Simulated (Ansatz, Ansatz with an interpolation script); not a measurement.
Rows from a G0W0 calculation on Ta2O5 (Pm) (Ansatz 0.2.0; G0W0 on LDA, plane waves, PAW; 4×4×2 mesh, 1327 empty bands, screening to 220 eV), in eV. Spin-orbit coupling is left out.

```tsv
row	k	band	start	Σx	Σc at the solution	Vxc
A	(0.000, -0.500, 0.000)	v1	7.908	-26.414	4.529	-21.369
B	(0.000, -0.500, 0.000)	c2	11.170	-13.823	-5.391	-20.197
C	Γ	v1	7.235	-25.672	4.244	-20.899
D	(0.000, -0.500, 0.000)	c1	11.037	-13.332	-5.715	-20.062
E	Γ	c1	9.779	-13.005	-4.773	-18.661
F	Γ	c2	10.396	-13.431	-5.056	-19.416
```

Q: Work out each quasiparticle level and how far it moved.

The quasiparticle equation reads E = start + Σx + Σc(E) − Vxc.

```tsv
row	E (eV)	shift (eV)
A	7.392	−0.516
B	12.153	+0.983
C	6.705	−0.529
D	12.052	+1.015
E	10.663	+0.883
F	11.326	+0.929
```

The gap over the computed points goes from 1.87 eV to 3.27 eV.

Limits: not at the basis limit; no spin-orbit coupling; coarse k mesh.

[Paths, hosts, dates, memory and timing lines, banners, echoed tables and standing remarks are left out of the program output.]

[Logs are printed without paths, hosts, clocks, repeated set-up lines and the standing remarks that a program may print on its own settings, such as how far it seeks lower states.]

[Runs of the session that timed out or met a known fault of the program may be left out.]

[Hosts, paths, dates, database ids (printed as entryN), source tags and the programs' standing remarks are cut or masked in the printed files.]
